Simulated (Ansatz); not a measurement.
# LaGaH6: complex band structure, part 3 of 3

A new crystal, LaGaH6: structure, gap and complex bands. It is built by putting Ga for Al in the LaAlH6 structure of space group R-3m, with the volume rescaled by atomic radii. The parent structure comes from the Materials Project.

Ansatz 0.2.0; LDA DFT, plane waves, PAW files (the session's first sound run).

So far, gap on path (eV): step 3 (band edges) 1.21.

The structure was built from a prototype and need not be the compound's stable phase.

### 5. Complex bands, plane (100)

Level of this step: LDA DFT, plane waves, PAW files; complex bands by layer matching along the plane's normal (Ansatz).

The same for the (100) plane, at (0, 0) and (0, -0.5), to see how the decay depends on direction.

input.yaml

```yaml
crystal:
  lattice:
    - [6.417793508, 0.0, 0.0]
    - [0.0, 6.192681528, 0.0]
    - [3.208896754, -2.064227176, 1.852657405]
  atoms:
    - { symbol: La, position: [0.0, 0.5, 0.0] }
    - { symbol: Ga, position: [0.0, 0.0, 0.0] }
    - { symbol: H, position: [0.3586799417, 0.9395451596, 0.2826401166] }
    - { symbol: H, position: [0.6413200583, 0.2982251013, 0.3586799417] }
    - { symbol: H, position: [0.0, 0.2982251013, 0.3586799417] }
    - { symbol: H, position: [0.6413200583, 0.0604548404, 0.7173598834] }
    - { symbol: H, position: [0.3586799417, 0.7017748987, 0.6413200583] }
    - { symbol: H, position: [0.0, 0.7017748987, 0.6413200583] }
kpoints:
  mp_grid: { grid: [12, 12, 12] }
scf:
  occupations: { method: fixed }
hamiltonian:
  xc: lda
output:
  eigenvalues: true
  transmission:
    leads: [[0, 0]]
    kpoints: [[0.0, 0.0], [0.0, -0.5]]
    e_range: [-1.0, 2.21]
    de: 0.05
```

On the command line:

```sh
ansatz run input.yaml --threads 2 --pin off --max-ram 4096MiB --backend cpu --events-out ev --progress --plain --runs-dir out
```

Numbers of over 12 decimals in the logs are rounded to 6 here.

Log:

```text
[...]
Crystal: 8 atoms, lattice volume = 73.631 Å³
Basis set: ecut = 420 eV, 1447 PW (Γ), FFT grids on a1−a3, −a1+a2+2a3, a3
Bands: 23, of which v1, the nominal top of the filled ones, is band 15 counted from 1 (14 counted from 0)
Symmetry: 12 space group operations
[...]
k-points: 189 of 1728
[...]
SCF iter   1: F=—  HF=-9878.911210 eV  |F-HF|=—  |Δ(HF+E_count)|=         —  Δρ=1.54e-2  dr2=1.31e-1  ethr=1.77e-3  ⟨swp⟩=4.4  Hψ=17223  notcnv=0  defer=758
[...]
SCF iter   7: F=-9878.866690 eV  HF=-9878.866690 eV  |F-HF|=6.95e-10  |Δ(HF+E_count)|=   6.64e-8  Δρ=3.10e-6  dr2=6.22e-9  ethr=3.33e-10  ⟨swp⟩=8.1  Hψ=16671  notcnv=0
SCF 1 converged in 7 iterations: F = -9878.866690 eV  dr2 = 6.22e-9
[...]
transmission: 3 of 6 steps passed
transmission: 6 of 6 steps passed
SCF converged after 7 iterations
Free energy (F): -9878.866690 eV
[...]
Internal energy: -9878.866690 eV  (E = F + TS)
E sigma→0 (E₀):  -9878.866690 eV
Fermi energy:    7.020846 eV
[...]
--- Band table (eV; the first three rows and the last of 189) ---
  k-point 0: bands = [... 11 lower, 4.3420, 4.5825, 4.5825, 4.8180, 8.2284, 10.2208, 10.3483, 10.4178, ... 4 higher]
  k-point 1: bands = [... 11 lower, 4.0032, 4.4046, 4.5009, 5.5494, 9.2566, 9.8938, 10.2597, 10.3944, ... 4 higher]
  k-point 2: bands = [... 11 lower, 3.9126, 4.0237, 4.7818, 6.3058, 9.8375, 9.9249, 10.1503, 10.3363, ... 4 higher]
  k-point 188: bands = [... 11 lower, 3.1606, 3.6223, 5.8647, 6.7478, 9.0848, 9.9042, 10.1738, 10.3514, ... 4 higher]
--- Transmission ---
  basis      : 345 plane waves across, 3 finite elements along
  points     : 2, as listed
[...]
crystal 0  : La1Ga1H6, at the sites [0, 0], period 1.8527 Å: whole cells are its period
[...]
channels       : 0.000000e0 a spin
[...]
slowest decay  : 0.1584 /Å at (0.0000, 0.0000)
```

It took 98 s on 2 threads of Arm Neoverse V2, shared host; peak memory 1.1 GiB; 3.2 min of CPU time.

Numbers from this step:

```
decay constant at the filling level, zone centre          : 0.1584 Å⁻¹
decay constant at the filling level, slowest listed point : 0.1584 Å⁻¹
```

K parallel (0, 0); values up to 1.5 1/Å, a degenerate pair printed once or twice; energies at which all values exceed this have no row. Table of Im kz of the slowest decaying states by energy, zero at the highest filled level on the SCF mesh:

```csv
energy (eV),decay 1 (Å⁻¹),decay 2 (Å⁻¹),decay 3 (Å⁻¹),decay 4 (Å⁻¹)
-1.00,0.171,0.212,0.223,0.551
-0.85,0.213,0.214,0.231,0.554
-0.75,0.215,0.232,0.235,0.555
-0.60,0.0747,0.0975,0.215,0.240
-0.50,0.134,0.206,0.214,0.243
-0.35,0.170,0.211,0.245,0.282
-0.25,0.188,0.209,0.246,0.291
-0.10,0.204,0.209,0.246,0.302
0.00,0.200,0.220,0.245,0.308
0.15,0.193,0.234,0.243,0.316
0.30,0.184,0.240,0.244,0.322
0.40,0.176,0.237,0.250,0.326
0.55,0.163,0.232,0.258,0.331
0.65,0.153,0.228,0.262,0.333
0.80,0.134,0.220,0.266,0.335
0.90,0.119,0.214,0.268,0.337
1.05,0.0872,0.204,0.270,0.337
1.20,0.0191,0.192,0.271,0.337
1.30,0.182,0.270,0.337,0.469
1.45,0.166,0.268,0.335,0.454
1.55,0.153,0.267,0.333,0.443
1.70,0.129,0.262,0.329,0.424
1.80,0.108,0.259,0.325,0.410
1.95,0.0608,0.251,0.318,0.387
2.05,0.245,0.313,0.369,0.447
2.20,0.233,0.301,0.339,0.423
```

K parallel (0, -0.5); values up to 1.5 1/Å, a degenerate pair printed once or twice; energies at which all values exceed this have no row. Table of Im kz of the slowest decaying states by energy, zero at the highest filled level on the SCF mesh:

```csv
energy (eV),decay 1 (Å⁻¹),decay 2 (Å⁻¹),decay 3 (Å⁻¹),decay 4 (Å⁻¹)
-1.00,0.177,0.189,0.206,0.491
-0.85,0.164,0.174,0.205,0.532
-0.70,0.128,0.177,0.226,0.564
-0.50,0.201,0.250,0.596,0.652
-0.35,0.213,0.264,0.578,0.615
-0.20,0.0982,0.221,0.222,0.277
-0.05,0.139,0.227,0.288,0.451
0.00,0.00958,0.148,0.228,0.291
0.10,0.0970,0.162,0.229,0.298
0.30,0.159,0.181,0.229,0.309
0.45,0.187,0.190,0.227,0.316
0.60,0.195,0.209,0.222,0.323
0.75,0.197,0.215,0.227,0.328
0.90,0.196,0.206,0.241,0.334
1.10,0.188,0.191,0.257,0.340
1.25,0.171,0.184,0.267,0.343
1.40,0.147,0.174,0.275,0.347
1.55,0.113,0.159,0.282,0.350
1.70,0.0498,0.140,0.288,0.353
1.90,0.0980,0.294,0.356,0.406
2.05,0.0131,0.298,0.359,0.374
2.20,0.301,0.336,0.361,0.420
```

K parallel (0, -0.5). Re kz of states that move upwards against energy, zero at the highest filled level on the SCF mesh:

```csv
energy (eV),channel 1 (Å⁻¹),channel 2 (Å⁻¹),channel 3 (Å⁻¹),channel 4 (Å⁻¹)
-1.000,-1.66,-1.62,-,-
-0.800,-1.52,-1.51,-,-
-0.600,-1.39,-1.37,-,-
-0.400,-1.26,-1.24,-0.809,-0.0748
-0.200,-0.717,-,-,-
0.000,-,-,-,-
0.200,-,-,-,-
0.400,-,-,-,-
0.600,-,-,-,-
0.800,-,-,-,-
1.000,-,-,-,-
1.200,-,-,-,-
1.400,-,-,-,-
1.600,-,-,-,-
1.800,-1.67,0.686,-,-
2.000,-1.60,0.781,-,-
2.200,-1.55,-1.02,0.107,0.862
```

At the listed wavevectors the last open channel is at -0.05 eV and the next at +1.25 eV on the grid. At +0.60 eV, the grid energy nearest the filling level (the middle of the gap on the SCF mesh), the slowest state at the listed wavevectors decays with κ = 0.158 Å⁻¹, its amplitude falling by e over 6.3 Å; the first such run, plane (001), gave 0.179 Å⁻¹.

### 6. Band edges at another level

This step: LDA DFT, plane waves, JTH PAW files (Ansatz 0.2.0).

The edges again with JTH files, at the same atoms.

input.yaml

```yaml
crystal:
  lattice:
    - [3.2088967538, 1.8526574046, 2.0642271761]
    - [-3.2088967538, 1.8526574046, 2.0642271761]
    - [0.0, -3.7053148092, 2.0642271761]
  atoms:
    - { symbol: La, position: [0.5, 0.5, 0.5] }
    - { symbol: Ga, position: [0.0, 0.0, 0.0] }
    - { symbol: H, position: [0.9395451596, 0.2982251013, 0.2982251013] }
    - { symbol: H, position: [0.2982251013, 0.9395451596, 0.2982251013] }
    - { symbol: H, position: [0.2982251013, 0.2982251013, 0.9395451596] }
    - { symbol: H, position: [0.0604548404, 0.7017748987, 0.7017748987] }
    - { symbol: H, position: [0.7017748987, 0.0604548404, 0.7017748987] }
    - { symbol: H, position: [0.7017748987, 0.7017748987, 0.0604548404] }
kpoints:
  mp_grid: { grid: [6, 6, 6] }
  band_path: { path: [VBM, CBM], npoints: 30 }
scf:
  occupations: { method: fixed }
hamiltonian:
  xc: lda
  pseudopotentials: { kind: paw, source: jth }
output:
  eigenvalues: true
```

Log:

```text
Error: no pseudopotential record for Ga at <dir> Nothing was run.
  By this build's list the table `kind: paw`, `source: jth` of `hamiltonian.pseudopotentials` has no Ga in this build's library.
Fix: take Ga from another table that serves this run, or name a record of your own for Ga alone.
  `kind` and `accuracy`, with `source`, `level` and `core` left out, under `hamiltonian.pseudopotentials` apply to every element of the deck. For LDA this build's library has files of Ga, which may not all serve this run, under
    kind: nc       accuracy: standard or stringent
  To change Ga alone, name a record of the deck's `kind` under `hamiltonian.pseudopotentials.azcp`, as `Ga: <path>` (`python -m ansatz.pseudopotential add <file.upf> <file.azcp>` makes one from a UPF file).
  `python` is the interpreter of the environment that holds the engine's wheel, or a checkout's `.venv/bin/python`.
```

The job ended after 0.04 s (2 threads; peak memory 0.068 GiB).

The program refused the input before any cycle.

The program's message: “Error: no pseudopotential record for Ga at <dir> Nothing was run.”

### 7. Outcome

```yaml
band_gap: 1.21 eV
least_decay_constant_at_mid_gap_normal_to_001: 0.179 Å⁻¹
least_decay_constant_at_mid_gap_normal_to_100: 0.158 Å⁻¹
```

What this shows: With LDA, the slowest decay at the wavevectors tried is κ = 0.158 Å⁻¹, normal to (100). Through such a film the transmission near mid-gap falls as exp(−2κd), a factor of ten every 7.3 Å. The directions tried decay at nearly the same rate. A free electron under a barrier of half the gap would need a mass of 0.16 mₑ to decay at this rate. The compound is made up by substitution; its stability against other phases and against distortions of the cell's symmetry was not tested. A semilocal functional narrows gaps, so real decay constants are likely larger.

[Logs are printed without paths, hosts, clocks, repeated set-up lines and the standing remarks that a program may print on its own settings, such as how far it seeks lower states.]

[Hosts, paths, dates, database ids (printed as entryN), source tags and the programs' standing remarks are cut or masked in the printed files.]
